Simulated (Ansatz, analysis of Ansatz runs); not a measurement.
# Reproducing a measured migration barrier: interstitial N in bcc Nb, hop from an octahedral to the next octahedral site, part 2 of 2

Aim: the migration barrier of interstitial N in bcc Nb, hop from an octahedral to the next octahedral site, to be set beside the measurement. Set-up: PBE, 32-site cell, PBE lattice, 420 eV, k: 4x4x4 Gamma-centred. The model is a cell of 32 host atoms with 1 N put in. The barrier is the energy of the highest image of a climbing band over the relaxed site that the atom leaves. A local or semilocal functional is the cheapest first rung.

Ansatz 0.2.0; PBE, 32-site cell, PBE lattice, 420 eV, k: 4x4x4 Gamma-centred.

So far: The starting structure; Relaxation, charge 0.

## Step 3: Nudged elastic band

A band of images joins the two ends; its highest image climbs to the saddle, whose energy over the site left is the barrier.

This step: plane-wave PAW DFT, PBE; nudged elastic band between two relaxed defect structures at fixed charge.

The input, neb/input.yaml:

```yaml
crystal:
  lattice:
    - [0.0, 6.61676841, 6.61676841]
    - [6.61676841, 0.0, 6.61676841]
    - [6.61676841, 6.61676841, 0.0]
  atoms:
    - { symbol: Nb, position: [-0.010490541, -0.010490541, 0.010490541] }
    - { symbol: Nb, position: [0.118485565, 0.118485565, 0.13610791] }
    - { symbol: Nb, position: [0.249993007, 0.249993007, 0.250006993] }
    - { symbol: Nb, position: [0.375, 0.375, 0.388514355] }
    - { symbol: Nb, position: [6.993e-06, 6.993e-06, 0.499993007] }
    - { symbol: Nb, position: [0.118485565, 0.118485565, 0.62692096] }
    - { symbol: Nb, position: [0.220125034, 0.220125034, 0.779874966] }
    - { symbol: Nb, position: [0.375, 0.375, 0.861485645] }
    - { symbol: Nb, position: [0.001370261, 0.498540036, -0.001370261] }
    - { symbol: Nb, position: [0.133607551, 0.616392449, 0.125] }
    - { symbol: Nb, position: [0.251459964, 0.748629739, 0.251370261] }
    - { symbol: Nb, position: [0.37692096, 0.88610791, 0.368485565] }
    - { symbol: Nb, position: [0.001370261, 0.498540036, 0.501459964] }
    - { symbol: Nb, position: [0.138514355, 0.611485645, 0.625] }
    - { symbol: Nb, position: [0.251459964, 0.748629739, 0.748540036] }
    - { symbol: Nb, position: [0.37307904, 0.86389209, 0.881514435] }
    - { symbol: Nb, position: [0.498540036, 0.001370261, -0.001370261] }
    - { symbol: Nb, position: [0.616392449, 0.133607551, 0.125] }
    - { symbol: Nb, position: [0.748629739, 0.251459964, 0.251370261] }
    - { symbol: Nb, position: [0.88610791, 0.37692096, 0.368485565] }
    - { symbol: Nb, position: [0.498540036, 0.001370261, 0.501459964] }
    - { symbol: Nb, position: [0.611485645, 0.138514355, 0.625] }
    - { symbol: Nb, position: [0.748629739, 0.251459964, 0.748540036] }
    - { symbol: Nb, position: [0.86389209, 0.37307904, 0.881514435] }
    - { symbol: Nb, position: [0.500006993, 0.500006993, -6.993e-06] }
    - { symbol: Nb, position: [0.631514435, 0.631514435, 0.11389209] }
    - { symbol: Nb, position: [0.760490541, 0.760490541, 0.239509459] }
    - { symbol: Nb, position: [0.875, 0.875, 0.383607551] }
    - { symbol: Nb, position: [0.529874966, 0.529874966, 0.470125034] }
    - { symbol: Nb, position: [0.631514435, 0.631514435, 0.62307904] }
[... 2 lines left out ...]
    - { symbol: "N", position: [0.375, 0.375, 0.625] }
basis:
  ecutwfc: 420
  xc_grid: 2
hamiltonian:
  xc: pbe
kpoints:
  mp_grid: { grid: [4, 4, 4] }
scf:
  occupations: { method: methfessel_paxton, width: 0.1 }
  max_iter: 120
output:
  forces: true
neb:
  images: 3
  f_tol: 0.04
  climbing: true
  initial_path: idpp
  max_iterations: 45
  order_check: false
  final_atoms:
[... 24 lines left out ...]
    - { symbol: Nb, position: [0.507758617, 0.499629386, -0.012958496] }
    - { symbol: Nb, position: [0.624873913, 0.625090276, 0.124519751] }
    - { symbol: Nb, position: [0.751244186, 0.74294267, 0.256757079] }
    - { symbol: Nb, position: [0.87761446, 0.875179999, 0.374609473] }
    - { symbol: Nb, position: [0.487730118, 0.501550272, 0.498149477] }
    - { symbol: Nb, position: [0.626237162, 0.626557297, 0.623156502] }
    - { symbol: Nb, position: [0.740136213, 0.758064703, 0.754663908] }
    - { symbol: Nb, position: [0.865753647, 0.887040812, 0.883640017] }
    - { symbol: "N", position: [0.251244186, 0.501550272, 0.498149477] }
```

Command:

```sh
> ansatz run input.yaml --threads 8 --pin off --max-ram 14131MiB --backend cpu --events-out ev --progress --plain --runs-dir out
```

Numbers of over 12 decimals in the logs are rounded to 6 here.

Log:

```text
[...]
Warning: neb: disabling space-group detection — the band's intermediate images generally break the endpoint symmetry, so no spatial operation reduces the k-mesh or symmetrises the density, except that a semilocal band can use its path's symmetry ahead of [...]
[...]
NEB image 0
Crystal: 33 atoms, lattice volume = 579.386 Å³
Basis set: ecut = 420 eV, 11311 PW (Γ), exchange–correlation on 128×128×128 points (8 copies of the dense FFT grid, shifted against one another)
Bands: 253, of which v1, the nominal top of the filled ones, is band 211 counted from 1 (210 counted from 0)
Symmetry: 1 space group operations
k-points: 36 of 64 (time reversal used)
[...]
SCF iter   1: F=—  HF=-146059.459269 eV  |F-HF|=—  |Δ(HF+E_count)|=         —  Δρ=4.07e-3  dr2=1.34e-1  ethr=1.77e-3  ⟨swp⟩=6.1  Hψ=35818  notcnv=0
[...]
SCF iter   7: F=-146059.438489 eV  HF=-146059.438489 eV  |F-HF|=1.01e-8  |Δ(HF+E_count)|=   5.55e-8  S|Δr|=    0.00e0  Δρ=1.47e-6  dr2=1.79e-8  ethr=2.38e-11  ⟨swp⟩=4.0  Hψ=26826  notcnv=0
SCF 1 converged in 7 iterations: F = -146059.438489 eV  dr2 = 1.79e-8
[...]
NSCF: frozen V_eff on 36 k-points
NEB image 4
SCF iter   1: F=—  HF=-146059.459305 eV  |F-HF|=—  |Δ(HF+E_count)|=         —  Δρ=4.07e-3  dr2=1.34e-1  ethr=1.77e-3  ⟨swp⟩=6.1  Hψ=35898  notcnv=0
[...]
SCF iter   7: F=-146059.438489 eV  HF=-146059.438489 eV  |F-HF|=9.55e-9  |Δ(HF+E_count)|=   5.40e-8  S|Δr|=    0.00e0  Δρ=1.46e-6  dr2=1.72e-8  ethr=2.38e-11  ⟨swp⟩=4.0  Hψ=26816  notcnv=0
SCF 2 converged in 7 iterations: F = -146059.438489 eV  dr2 = 1.72e-8
[...]
NEB end point (image 0): max|allowed force component| = 1.526e-2 eV/Å (the criterion of neb.relax_end_points is 1.000e-2)
NEB end point (image 4): max|allowed force component| = 1.523e-2 eV/Å (the criterion of neb.relax_end_points is 1.000e-2)
NEB image 1
SCF iter   1: F=—  HF=-146058.452966 eV  |F-HF|=—  |Δ(HF+E_count)|=         —  Δρ=4.42e-3  dr2=1.84e-1  ethr=1.77e-3  ⟨swp⟩=5.9  Hψ=35691  notcnv=0
[...]
SCF iter   7: F=-146058.426552 eV  HF=-146058.426552 eV  |F-HF|=6.81e-9  |Δ(HF+E_count)|=   2.45e-8  S|Δr|=    0.00e0  Δρ=1.30e-6  dr2=1.31e-8  ethr=2.38e-11  ⟨swp⟩=4.0  Hψ=24729  notcnv=0
SCF 3 converged in 7 iterations: F = -146058.426552 eV  dr2 = 1.31e-8
NEB image 2
SCF iter   1: F=—  HF=-146057.540429 eV  |F-HF|=—  |Δ(HF+E_count)|=         —  Δρ=5.04e-3  dr2=2.79e-1  ethr=1.77e-3  ⟨swp⟩=6.2  Hψ=35519  notcnv=0
[...]
SCF iter   7: F=-146057.505370 eV  HF=-146057.505370 eV  |F-HF|=9.05e-9  |Δ(HF+E_count)|=   2.34e-8  S|Δr|=    0.00e0  Δρ=1.30e-6  dr2=1.45e-8  ethr=2.38e-11  ⟨swp⟩=4.0  Hψ=24675  notcnv=0
SCF 4 converged in 7 iterations: F = -146057.505370 eV  dr2 = 1.45e-8
NEB image 3
SCF iter   1: F=—  HF=-146058.561738 eV  |F-HF|=—  |Δ(HF+E_count)|=         —  Δρ=4.41e-3  dr2=1.72e-1  ethr=1.77e-3  ⟨swp⟩=7.8  Hψ=34293  notcnv=0
the mixing steps aren't corrected for partly filled atomic shells, since the memory limit or a GPU had no room for it. The iterations and, of several solutions, the one reached can differ
SCF iter   2: F=—  HF=-146058.544085 eV  |F-HF|=—  |Δ(HF+E_count)|=   1.77e-2  S|Δr|=    0.00e0  Δρ=2.60e-3  dr2=3.93e-2  ethr=4.08e-5  ⟨swp⟩=2.0  Hψ=12046  notcnv=0
[...]
SCF iter   9: F=-146058.538105 eV  HF=-146058.538105 eV  |F-HF|=1.94e-8  |Δ(HF+E_count)|=   1.73e-8  S|Δr|=    0.00e0  Δρ=1.68e-6  dr2=2.75e-8  ethr=2.38e-11  ⟨swp⟩=4.0  Hψ=24437  notcnv=0
SCF 5 converged in 9 iterations: F = -146058.538105 eV  dr2 = 2.75e-8
NEB iter   1: max|band force component| = 3.099e0 eV/Å  barrier→ = 1.9331 eV  barrier← = 1.9331 eV  Δτ_max = 0.2000 Å  (37 SCF iters)
NEB image 1
[...]
iter 1 solved again at ethr=6.06e-4 eV; its pass at ethr=3.10e-3 eV (dr2=2.55e0 eV) is discarded
[...]
SCF iter   7: F=-146058.348296 eV  HF=-146058.348296 eV  |F-HF|=3.58e-9  |Δ(HF+E_count)|=   3.20e-8  S|Δr|=    0.00e0  Δρ=2.29e-6  dr2=2.42e-8  ethr=2.38e-11  ⟨swp⟩=2.4  Hψ=29032  notcnv=0
SCF 6 converged in 7 iterations: F = -146058.348296 eV  dr2 = 2.42e-8
NEB image 2
[...]
SCF iter   7: F=-146057.335284 eV  HF=-146057.335284 eV  |F-HF|=1.27e-8  |Δ(HF+E_count)|=   4.45e-8  S|Δr|=    0.00e0  Δρ=2.62e-6  dr2=4.08e-8  ethr=2.38e-11  ⟨swp⟩=2.4  Hψ=28813  notcnv=0
SCF 7 converged in 7 iterations: F = -146057.335284 eV  dr2 = 4.08e-8
NEB image 3
[...]
SCF iter   7: F=-146058.358750 eV  HF=-146058.358750 eV  |F-HF|=3.17e-9  |Δ(HF+E_count)|=   2.86e-8  S|Δr|=    0.00e0  Δρ=2.31e-6  dr2=2.46e-8  ethr=2.38e-11  ⟨swp⟩=2.8  Hψ=29017  notcnv=0
SCF 8 converged in 7 iterations: F = -146058.358750 eV  dr2 = 2.46e-8
NEB iter   2: max|band force component| = 1.007e0 eV/Å  barrier→ = 2.1032 eV  barrier← = 2.1032 eV  Δτ_max = 0.1063 Å  (21 SCF iters)
NEB image 1
[...]
SCF iter   7: F=-146058.681603 eV  HF=-146058.681603 eV  |F-HF|=3.41e-9  |Δ(HF+E_count)|=   9.34e-9  S|Δr|=    0.00e0  Δρ=1.56e-6  dr2=1.24e-8  ethr=2.38e-11  ⟨swp⟩=2.5  Hψ=29149  notcnv=0
SCF 9 converged in 7 iterations: F = -146058.681603 eV  dr2 = 1.24e-8
NEB image 2
[...]
SCF iter   7: F=-146057.835966 eV  HF=-146057.835966 eV  |F-HF|=1.04e-8  |Δ(HF+E_count)|=   5.79e-9  S|Δr|=    0.00e0  Δρ=1.78e-6  dr2=2.18e-8  ethr=2.38e-11  ⟨swp⟩=2.8  Hψ=28853  notcnv=0
SCF 10 converged in 7 iterations: F = -146057.835966 eV  dr2 = 2.18e-8
NEB image 3
[...]
SCF iter   7: F=-146058.695987 eV  HF=-146058.695987 eV  |F-HF|=4.07e-9  |Δ(HF+E_count)|=  8.73e-11  S|Δr|=    0.00e0  Δρ=1.60e-6  dr2=1.38e-8  ethr=2.38e-11  ⟨swp⟩=2.6  Hψ=29345  notcnv=0
SCF 11 converged in 7 iterations: F = -146058.695987 eV  dr2 = 1.38e-8
NEB iter   3: max|band force component| = 9.496e-1 eV/Å  barrier→ = 1.6025 eV  barrier← = 1.6025 eV  Δτ_max = 0.0327 Å  (21 SCF iters)
[...]
NEB iter   4: max|band force component| = 5.671e-1 eV/Å  barrier→ = 1.5696 eV  barrier← = 1.5696 eV  Δτ_max = 0.0596 Å  (18 SCF iters)
[...]
NEB iter   5: max|band force component| = 8.641e-2 eV/Å  barrier→ = 1.5470 eV  barrier← = 1.5470 eV  CI = image 2  Δτ_max = 0.0191 Å  (18 SCF iters)
[...]
NEB iter   6: max|band force component| = 3.264e-2 eV/Å  barrier→ = 1.5426 eV  barrier← = 1.5426 eV  CI = image 2  Δτ_max = 0.0157 Å  (17 SCF iters)
[...]
NEB iter   7: max|band force component| = 8.700e-2 eV/Å  barrier→ = 1.5410 eV  barrier← = 1.5410 eV  CI = image 2  Δτ_max = 0.0168 Å  (6 SCF iters)
NEB image 1
[...]
SCF iter   5: F=-146058.719898 eV  HF=-146058.719898 eV  |F-HF|=1.68e-8  |Δ(HF+E_count)|=   1.83e-8  S|Δr|=    0.00e0  Δρ=3.26e-6  dr2=4.66e-8  ethr=2.38e-11  ⟨swp⟩=4.0  Hψ=27226  notcnv=0
SCF 22 converged in 5 iterations: F = -146058.719898 eV  dr2 = 4.66e-8
NEB image 2
[...]
SCF iter   5: F=-146057.897838 eV  HF=-146057.897838 eV  |F-HF|=7.39e-9  |Δ(HF+E_count)|=   1.14e-8  S|Δr|=    0.00e0  Δρ=1.49e-6  dr2=1.56e-8  ethr=2.38e-11  ⟨swp⟩=4.0  Hψ=24856  notcnv=0
SCF 23 converged in 5 iterations: F = -146057.897838 eV  dr2 = 1.56e-8
NEB image 3
[...]
SCF iter   5: F=-146058.719802 eV  HF=-146058.719802 eV  |F-HF|=1.01e-8  |Δ(HF+E_count)|=   8.05e-8  S|Δr|=    0.00e0  Δρ=2.44e-6  dr2=2.83e-8  ethr=2.38e-11  ⟨swp⟩=4.0  Hψ=26538  notcnv=0
SCF 24 converged in 5 iterations: F = -146058.719802 eV  dr2 = 2.83e-8
NEB image 1
[...]
NEB image 3
[...]
NEB image 2
[...]
the band table was solved once a step of the walk had ended and its energy, with any forces and stress, was formed, with the checks that follow a solve (30491 applications of the Hamiltonian). They found nothing against the state; [...]
NEB iter   8: max|band force component| = 2.604e-2 eV/Å  barrier→ = 1.5407 eV  barrier← = 1.5407 eV  CI = image 2  Δτ_max = 0.0000 Å  (15 SCF iters)
SCF converged after 5 iterations
[...]
Free energy (F): -146057.897838 eV
[...]
Internal energy: -146057.904718 eV  (E = F + TS)
E sigma→0 (E₀):  -146057.899558 eV
Entropy (-TS):   0.006880 eV (0.208 meV/atom)
Fermi energy:    17.863750 eV
[...]
--- Forces (eV/Å), atoms counted from 1 ---
  atom   1  Nb     0.00023169     0.00290807     0.00316882
  atom   2  Nb     0.00320214    -0.00107519    -0.00037394
  [... 1 atom left out ...]
  atom   4  Nb     0.00439529     0.00973136     0.00592726
  [... 2 atoms left out ...]
  atom   7  Nb     0.00209596    -0.00901664     0.00754744
  atom   8  Nb    -0.00292995    -0.00385308     0.00194075
  [... 2 atoms left out ...]
  atom  11  Nb     0.00047530    -0.00147713    -0.00289360
  [... 2 atoms left out ...]
  atom  14  Nb    -0.00641507     0.00945063     0.00574184
  [... 4 atoms left out ...]
  atom  19  Nb    -0.00331424     0.00416888     0.00199631
  [... 1 atom left out ...]
  atom  21  Nb    -0.00108726    -0.00168810    -0.00093942
  atom  22  Nb     0.00233937    -0.00531196     0.00213525
  [... 6 atoms left out ...]
  atom  29  Nb     0.00185763    -0.00583542    -0.01183560
  [... 3 atoms left out ...]
  atom  33  N      0.00082818     0.00283550     0.00008702
  max |Σ_I F_I| component: 1.46e-5 eV/Å
--- Band table (eV; the first three rows and the last of 36) ---
[...]
[... further k-points left out ...]
this run last wrote the band of iteration 8 to <dir>; this run last wrote the band within `neb.f_tol` of iteration 6 to <dir>
--- NEB band (5 images, 8 band iterations, 153 SCF iterations) ---
  forward barrier  = 1.540651 eV
  backward barrier = 1.540651 eV
  lagrangian_above_aufbau_ev (what the smearing adds, to first order; not taken off the barriers): saddle image +0.001807 eV, end points +0.010541 and +0.010541 eV
  climbing image's point = of an order that was not read
  energies are F+E_penalty+E_count in eV, relative to image 0
  image     s (Å)  Δ vs image 0  max|band force component| (eV/Å)
      0    0.0000      0.000000                                 —
      1    0.5279      0.718591                          2.110e-2
  *   2    1.0558      1.540651                          1.223e-2
      3    1.5837      0.718687                          2.604e-2
      4    2.1117     -0.000000                                 —
  climbing-image geometry (image 2):
  cell:  # Å, volume = 579.3857 Å³
    - [0.0, 6.61676841, 6.61676841]
    - [6.61676841, 0.0, 6.61676841]
    - [6.61676841, 6.61676841, 0.0]
  atoms:
    - { symbol: Nb, position: [-0.000947, -0.002524, 0.002393] }
    - { symbol: Nb, position: [0.122103, 0.120304, 0.132445] }
    - { symbol: Nb, position: [0.251269, 0.247171, 0.243589] }
    - { symbol: Nb, position: [0.387559, 0.363689, 0.358177] }
    - { symbol: Nb, position: [-0.004712, 0.009223, 0.499492] }
    - { symbol: Nb, position: [0.123254, 0.124017, 0.625484] }
    - { symbol: Nb, position: [0.238659, 0.234785, 0.765011] }
    - { symbol: Nb, position: [0.373444, 0.377966, 0.874177] }
    - { symbol: Nb, position: [-0.001173, 0.502177, 0.001914] }
    - { symbol: Nb, position: [0.127259, 0.624011, 0.126035] }
    - { symbol: Nb, position: [0.252828, 0.750818, 0.249038] }
    - { symbol: Nb, position: [0.377123, 0.878544, 0.371641] }
    - { symbol: Nb, position: [0.000477, 0.498603, 0.501250] }
    - { symbol: Nb, position: [0.109562, 0.641688, 0.636202] }
    - { symbol: Nb, position: [0.249078, 0.752606, 0.751465] }
    - { symbol: Nb, position: [0.374953, 0.867387, 0.879579] }
    - { symbol: Nb, position: [0.498995, 0.002644, -0.002830] }
    - { symbol: Nb, position: [0.627119, 0.124354, 0.120702] }
    - { symbol: Nb, position: [0.753285, 0.248416, 0.247256] }
    - { symbol: Nb, position: [0.884178, 0.376196, 0.370470] }
    - { symbol: Nb, position: [0.503051, -0.002030, 0.497680] }
    - { symbol: Nb, position: [0.625766, 0.125646, 0.621893] }
    - { symbol: Nb, position: [0.748774, 0.252590, 0.747226] }
    - { symbol: Nb, position: [0.872941, 0.374336, 0.875854] }
    - { symbol: Nb, position: [0.504128, 0.500297, -0.009321] }
    - { symbol: Nb, position: [0.627451, 0.628226, 0.121250] }
    - { symbol: Nb, position: [0.753887, 0.752122, 0.247749] }
    - { symbol: Nb, position: [0.877454, 0.873818, 0.375894] }
    - { symbol: Nb, position: [0.516662, 0.512899, 0.486905] }
    - { symbol: Nb, position: [0.630958, 0.629353, 0.623710] }
    - { symbol: Nb, position: [0.742136, 0.756228, 0.752697] }
    - { symbol: Nb, position: [0.872328, 0.879144, 0.875433] }
    - { symbol: N, position: [0.313182, 0.438378, 0.561507] }
```

Wall time 34 min (8 threads of Arm Neoverse V2, shared host); peak memory 12 GiB; 4.4 h of CPU time.

Images along the path:

| image | path (Å) | energy (eV) | N33: x, y, z (Å) |
| --- | --- | --- | --- |
| 0 | 0.000 | 0.0000 | 6.617, 6.617, 4.963 |
| 1 | 0.528 | 0.7186 | 6.616, 6.225, 4.969 |
| 2 | 1.056 | 1.5407 | 6.616, 5.788, 4.973 |
| 3 | 1.584 | 0.7187 | 6.616, 5.351, 4.977 |
| 4 | 2.112 | 0.0000 | 6.615, 4.959, 4.981 |

Read from the output:

```
free energy      : -146057.8978 eV
smearing term TS : -0.006880 eV
barrier forward  : 1.541 eV
barrier backward : 1.541 eV
```

## Step 4: What came out

| Quantity | Value |
| --- | --- |
| migration barrier (saddle less minimum) | 1.54 eV |
| energy difference of the two ends | 0.00 eV |
| length of the hop | 1.66 Å |
| time of the whole chain | 37 min on 8 threads |

In words: Migration barrier: computed 1.54 eV, measured 1.67 eV; 0.13 eV below the measurement. The measured number is an Arrhenius activation energy of long-range diffusion; for H it holds zero-point energy and, in bcc metals near room temperature, tunnelling. One hop between neighbouring sites is computed at the host's lattice.

[Logs are printed without paths, hosts, clocks, repeated set-up lines and the standing remarks that a program may print on its own settings, such as how far it seeks lower states.]

[Hosts, paths, dates, database ids (printed as entryN), source tags and the programs' standing remarks are cut or masked in the printed files.]

[For some hosts the program warned that the k-mesh of the response run may be too coarse for force constants and the static dielectric constant; such warnings are not shown here.]
